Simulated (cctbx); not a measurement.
## A crystallographic session in cctbx: LiMn2

Library: cctbx 2025.11. The data are simulated by the first script.

## 1. Simulate the data

run.py:

```python
from cctbx import adptbx, crystal, miller, sgtbx, xray
from cctbx.array_family import flex
from iotbx.shelx import hklf
from scitbx import matrix
import scitbx.random

cs = crystal.symmetry(unit_cell=(6.698, 6.698, 6.698, 90, 90, 90), space_group_symbol='Hall: F 4d 2 3 -1d')  # Fd-3m
atoms = [  # label, site, U (iso, or U11 U22 U33 U12 U13 U23 in A^2), occupancy
    ("Mn1", (0.375, 0.125, 0.375), (0.0123, 0.0123, 0.0123, -0.0021, 0.0021, -0.0021), 1),
    ("Li1", (0.25, 0.75, 0.25), (0.0284, 0.0284, 0.0284, 0.0000, 0.0000, 0.0000), 1),
]
xs = xray.structure(crystal_symmetry=cs)
for label, site, u, occ in atoms:
    u = adptbx.u_cif_as_u_star(cs.unit_cell(), u) if isinstance(u, tuple) else u
    xs.add_scatterer(xray.scatterer(label, site=site, u=u, occupancy=occ))
xs.set_inelastic_form_factors(0.7749, "sasaki")
xs.show_summary()
p1 = xs.expand_to_p1()
ms = miller.build_set(p1, anomalous_flag=True, d_min=0.84)
flex.set_random_seed(141934)
scitbx.random.set_random_seed(141934)
ms = ms.select(flex.random_double(ms.size()) < 0.95)
i = ms.structure_factors_from_scatterers(p1, algorithm="direct").f_calc().as_intensity_array().data()
i = i * 5000 / flex.max(i)
sig = flex.sqrt(i + flex.pow2(0.02 * i) + 2 ** 2)
noise = scitbx.random.variate(scitbx.random.normal_distribution())(i.size())
data = ms.array(data=i + sig * noise, sigmas=sig).set_observation_type_xray_intensity()
with open("data.hkl", "w") as f:
    data.export_as_shelx_hklf(f)
print("reflections written:", data.size(), " <I/sigma> = %.1f" % flex.mean(data.data() / data.sigmas()))
for h, a, b in list(data.sort("data"))[:12]:
    print("%4d%4d%4d %9.1f %7.1f" % (h + (a, b)))
```

```console
$ python run.py
```

```text
Number of scatterers: 2
At special positions: 2
Unit cell: (6.698, 6.698, 6.698, 90, 90, 90)
Space group: F d -3 m :1 (No. 227)
reflections written: 1990  <I/sigma> = 3.7
  -2   2   2    5177.1   122.5
   2   2  -2    5153.6   122.5
   2  -2   2    5131.9   122.5
  -2  -2  -2    5102.8   122.5
   2   2   2    4947.8   122.5
  -2   2  -2    4937.2   122.5
   2  -2  -2    4875.2   122.5
   4   0   0    3939.2    97.8
   0   0  -4    3891.0    97.8
   0   0   4    3882.4    97.8
   0   4   0    3831.5    97.8
  -4   0   0    3808.0    97.8
```

Run time: 0.2 s on 1 thread of Arm Neoverse V2, with other jobs on the host, peak memory 0.07 GiB.

## 2. Refinement (lightest element left out)

run.py:

```python
import math
from cctbx import adptbx, crystal, maptbx, sgtbx, xray
from cctbx.array_family import flex
from cctbx.xray import observations
from iotbx.shelx import hklf
from scitbx.lstbx import normal_eqns_solving
from smtbx import absolute_structure, utils
from smtbx.refinement import constraints, least_squares

cs = crystal.symmetry(unit_cell=(6.698, 6.698, 6.698, 90, 90, 90), space_group_symbol='Hall: F 4d 2 3 -1d')  # Fd-3m
atoms = [  # label, site, U (iso, or U11 U22 U33 U12 U13 U23 in A^2), occupancy
    ("Mn1", (0.375, 0.125, 0.375), 0.0200, 1),
]
xs = xray.structure(crystal_symmetry=cs)
for label, site, u, occ in atoms:
    u = adptbx.u_cif_as_u_star(cs.unit_cell(), u) if isinstance(u, tuple) else u
    xs.add_scatterer(xray.scatterer(label, site=site, u=u, occupancy=occ))
xs.set_inelastic_form_factors(0.7749, "sasaki")
raw = hklf.reader(file_name="data.hkl").as_miller_arrays(crystal_symmetry=cs, anomalous=True)[0]
merged = raw.eliminate_sys_absent().merge_equivalents()
fo2 = merged.array().set_observation_type_xray_intensity()
print("Rint %.3f, %d unique reflections to %.2f A" % (merged.r_int(), fo2.size(), fo2.d_min()))
for sc in xs.scatterers():
    sc.flags.set_grad_site(True)
    sc.flags.set_grad_u_aniso(sc.flags.use_u_aniso())
    sc.flags.set_grad_u_iso(sc.flags.use_u_iso())
obs = fo2.as_xray_observations()
extra = {}
rep = constraints.reparametrisation(xs, [], utils.connectivity_table(xs), **extra)
ls = least_squares.crystallographic_ls(obs, rep, weighting_scheme=least_squares.mainstream_shelx_weighting(a=0, b=0))
print("cycle     R1     wR2    GooF  max shift (A)")
for cycle in range(8):
    ls.build_up()
    r1, wr2, goof = ls.r1_factor(cutoff_factor=2)[0], ls.wR2(), ls.goof()
    old = xs.sites_cart()
    normal_eqns_solving.levenberg_marquardt_iterations(ls, n_max_iterations=3, tau=1e-06, step_threshold=1e-7)
    big = flex.max((xs.sites_cart() - old).norms())
    print("%4d %7.4f %7.4f %7.3f %9.5f" % (cycle + 1, r1, wr2, goof, big))
    ls.build_up(objective_only=True)
    if abs(ls.wR2() - wr2) < 5e-5 and big < 5e-4:
        break
ls.build_up()
print("final R1 %.4f wR2 %.4f GooF %.3f  parameters %d  data/parameter %.1f" % (ls.r1_factor(cutoff_factor=2)[0], ls.wR2(), ls.goof(), ls.n_parameters, fo2.size() / ls.n_parameters))
cov = ls.covariance_matrix_and_annotations()
su = dict(zip(cov.annotations, (math.sqrt(max(v, 0)) for v in cov.matrix.matrix_packed_u_diagonal())))
a2 = cs.unit_cell().reciprocal_parameters()[0] ** -2
print("atom        x        y        z      Ueq    occ   su(xyz)  su(Uiso or U11)")
for sc in xs.scatterers():
    s = max(su.get(sc.label + k, 0) for k in (".x", ".y", ".z"))
    npd = "" if sc.is_positive_definite_u(cs.unit_cell()) else "  NPD"
    print("%-5s %8.5f %8.5f %8.5f %8.4f %6.3f %8.5f %7.4f%s" % ((sc.label,) + sc.site + (sc.u_iso_or_equiv(cs.unit_cell()), sc.occupancy, s, su.get(sc.label + ".uiso", su.get(sc.label + ".u11", 0) * a2), npd)))
fo = fo2.f_sq_as_f()
fc = fo.structure_factors_from_scatterers(xs, algorithm="direct").f_calc()
diff = fo.f_obs_minus_f_calc(1 / math.sqrt(ls.scale_factor()), fc).average_bijvoet_mates()
m = diff.fft_map(symmetry_flags=maptbx.use_space_group_symmetry, resolution_factor=0.25).apply_volume_scaling()
print("difference map: max %.2f min %.2f rms %.2f" % (m.statistics().max(), m.statistics().min(), m.statistics().sigma()))
peaks = m.peak_search(parameters=maptbx.peak_search_parameters(min_distance_sym_equiv=0.6, max_clusters=8)).all()
near = xs.closest_distances(peaks.sites(), distance_cutoff=4)
sps = cs.special_position_settings(min_distance_sym_equiv=0.5)
for k, (x, h) in enumerate(zip(peaks.sites(), peaks.heights())):
    ss = sps.site_symmetry(x)
    print("Q%-3d %7.4f %7.4f %7.4f %4d %7.2f  %.2f A from %s" % ((k + 1,) + tuple(t % 1 for t in ss.exact_site()) + (ss.multiplicity(), h, near.smallest_distances[k], xs.scatterers()[near.i_seqs[k]].label)))
```

```console
$ python run.py
```

```text
Rint 0.029, 21 unique reflections to 0.87 A
cycle     R1     wR2    GooF  max shift (A)
   1  0.0856  0.1593  14.732   0.00000
   2  0.0571  0.1061   9.813   0.00000
final R1 0.0571 wR2 0.1061 GooF 9.813  parameters 1  data/parameter 21.0
atom        x        y        z      Ueq    occ   su(xyz)  su(Uiso or U11)
Mn1    0.37500  0.12500  0.37500   0.0115  1.000  0.00000  0.0017
difference map: max 3.46 min -2.29 rms 0.32
Q1    0.0000  0.0000  0.5000    8    3.46  2.78 A from Mn1
Q2    0.0661  0.0661  0.0661   32    0.87  0.68 A from Mn1
Q3    0.0000  0.0000  0.2345   48    0.61  1.39 A from Mn1
Q4    0.1250  0.1250  0.1250   16    0.40  0.00 A from Mn1
Q5    0.1250  0.1250  0.6250   16    0.27  2.37 A from Mn1
```

Time: 0.32 s.

Figures of merit this high mean that the model is still wrong or incomplete.

## 3. Refinement (whole model)

run.py, as its changes from the last script of this kind:

```diff
@@ -12,0 +13 @@
+    ("Li1", (0.25, 0.75, 0.25), 0.0200, 1),
@@ -57 +58 @@
-peaks = m.peak_search(parameters=maptbx.peak_search_parameters(min_distance_sym_equiv=0.6, max_clusters=8)).all()
+peaks = m.peak_search(parameters=maptbx.peak_search_parameters(min_distance_sym_equiv=0.6, max_clusters=6)).all()
```

```console
$ python run.py
```

```text
Rint 0.029, 21 unique reflections to 0.87 A
cycle     R1     wR2    GooF  max shift (A)
   1  0.0532  0.1200  11.387   0.00000
   2  0.0191  0.0431   4.092   0.00000
final R1 0.0191 wR2 0.0431 GooF 4.092  parameters 2  data/parameter 10.5
atom        x        y        z      Ueq    occ   su(xyz)  su(Uiso or U11)
Mn1    0.37500  0.12500  0.37500   0.0121  1.000  0.00000  0.0007
Li1    0.25000  0.75000  0.25000   0.0263  1.000  0.00000  0.0070
difference map: max 0.73 min -0.41 rms 0.15
Q1    0.0797  0.0797  0.0797   32    0.86  0.53 A from Mn1
Q2    0.0686  0.0686  0.4314   32    0.31  0.80 A from Li1
Q3    0.0911  0.0911  0.9089   32    0.27  1.48 A from Mn1
Q4    0.1250  0.1250  0.6250   16    0.19  1.45 A from Li1
Q5    0.0000  0.0000  0.0000    8    0.16  1.45 A from Mn1
Q6    0.0000  0.0000  0.2063   48    0.13  1.30 A from Mn1
```

Time: 0.33 s.

Figures of merit this high mean that the model is still wrong or incomplete.

## 4. Simulate the data

run.py, as its changes from the last script of this kind:

```diff
@@ -16 +16 @@
-xs.set_inelastic_form_factors(0.7749, "sasaki")
+xs.switch_to_neutron_scattering_dictionary()
@@ -19 +19 @@
-ms = miller.build_set(p1, anomalous_flag=True, d_min=0.84)
+ms = miller.build_set(p1, anomalous_flag=True, d_min=0.7)
```

```console
$ python run.py
```

```text
Number of scatterers: 2
At special positions: 2
Unit cell: (6.698, 6.698, 6.698, 90, 90, 90)
Space group: F d -3 m :1 (No. 227)
reflections written: 3539  <I/sigma> = 4.4
   4   0  -4    5303.6   122.5
  -4   4   0    5189.5   122.5
  -4  -4   0    5187.3   122.5
   0  -4   4    5115.6   122.5
  -4   0   4    5105.4   122.5
   0   4   4    5090.3   122.5
  -4   0  -4    5090.2   122.5
   0   4  -4    5011.8   122.5
   4   4   0    4999.5   122.5
   4   0   4    4823.2   122.5
  -2   2  -2    4592.7   107.9
  -2  -2  -2    4460.2   107.9
```

Time: 0.2 s.

## 5. Refinement (lightest element left out)

run.py, as its changes from the last script of this kind:

```diff
@@ -13 +12,0 @@
-    ("Li1", (0.25, 0.75, 0.25), 0.0200, 1),
@@ -19 +18 @@
-xs.set_inelastic_form_factors(0.7749, "sasaki")
+xs.switch_to_neutron_scattering_dictionary()
@@ -58 +57 @@
-peaks = m.peak_search(parameters=maptbx.peak_search_parameters(min_distance_sym_equiv=0.6, max_clusters=6)).all()
+peaks = m.peak_search(parameters=maptbx.peak_search_parameters(min_distance_sym_equiv=0.6, max_clusters=8)).all()
```

```console
$ python run.py
```

```text
Rint 0.029, 35 unique reflections to 0.70 A
cycle     R1     wR2    GooF  max shift (A)
   1  0.2806  0.5008  51.021   0.00000
   2  0.2690  0.4535  46.199   0.00000
final R1 0.2690 wR2 0.4535 GooF 46.199  parameters 1  data/parameter 35.0
atom        x        y        z      Ueq    occ   su(xyz)  su(Uiso or U11)
Mn1    0.37500  0.12500  0.37500   0.0092  1.000  0.00000  0.0040
difference map: max 5.81 min -8.92 rms 0.63
Q1    0.0000  0.0000  0.0000    8    5.81  1.45 A from Mn1
Q2    0.0597  0.0597  0.4403   32    0.85  2.20 A from Mn1
Q3    0.1250  0.1250  0.6250   16    0.65  2.37 A from Mn1
Q4    0.0574  0.0574  0.5574   32    0.52  2.49 A from Mn1
Q5    0.1190  0.1190  0.3810   32    0.49  1.72 A from Mn1
Q6    0.0413  0.1732  0.1732   96    0.49  0.72 A from Mn1
Q7    0.1250  0.1250  0.1250   16    0.49  0.00 A from Mn1
Q8    0.0573  0.0573  0.3030   96    0.48  1.35 A from Mn1
```

Time: 0.34 s.

Figures of merit this high mean that the model is still wrong or incomplete.

## 6. Refinement (whole model)

run.py, as its changes from the last script of this kind:

```diff
@@ -12,0 +13 @@
+    ("Li1", (0.25, 0.75, 0.25), 0.0200, 1),
@@ -57 +58 @@
-peaks = m.peak_search(parameters=maptbx.peak_search_parameters(min_distance_sym_equiv=0.6, max_clusters=8)).all()
+peaks = m.peak_search(parameters=maptbx.peak_search_parameters(min_distance_sym_equiv=0.6, max_clusters=6)).all()
```

```console
$ python run.py
```

```text
Rint 0.029, 35 unique reflections to 0.70 A
cycle     R1     wR2    GooF  max shift (A)
   1  0.1120  0.3116  32.221   0.00000
   2  0.0376  0.0955   9.871   0.00000
final R1 0.0376 wR2 0.0955 GooF 9.871  parameters 2  data/parameter 17.5
atom        x        y        z      Ueq    occ   su(xyz)  su(Uiso or U11)
Mn1    0.37500  0.12500  0.37500   0.0130  1.000  0.00000  0.0008
Li1    0.25000  0.75000  0.25000   0.0312  1.000  0.00000  0.0016
difference map: max 0.39 min -0.54 rms 0.09
Q1    0.1250  0.1250  0.1250   16    0.39  0.00 A from Mn1
Q2    0.9953  0.0892  0.0892   96    0.18  0.93 A from Mn1
Q3    0.0489  0.0489  0.4511   32    0.18  0.57 A from Li1
Q4    0.0740  0.1559  0.8441   96    0.18  1.36 A from Mn1
Q5    0.0195  0.1250  0.7305   96    0.11  1.37 A from Mn1
Q6    0.0000  0.0000  0.1924   48    0.03  1.27 A from Mn1
```

Run time: 0.35 s on 1 thread of Arm Neoverse V2, with other jobs on the host, peak memory 0.09 GiB.

Figures of merit this high mean that the model is still wrong or incomplete.

[Logs are printed without paths, hosts, clocks, repeated set-up lines and the standing remarks that a program may print on its own settings, such as how far it seeks lower states.]
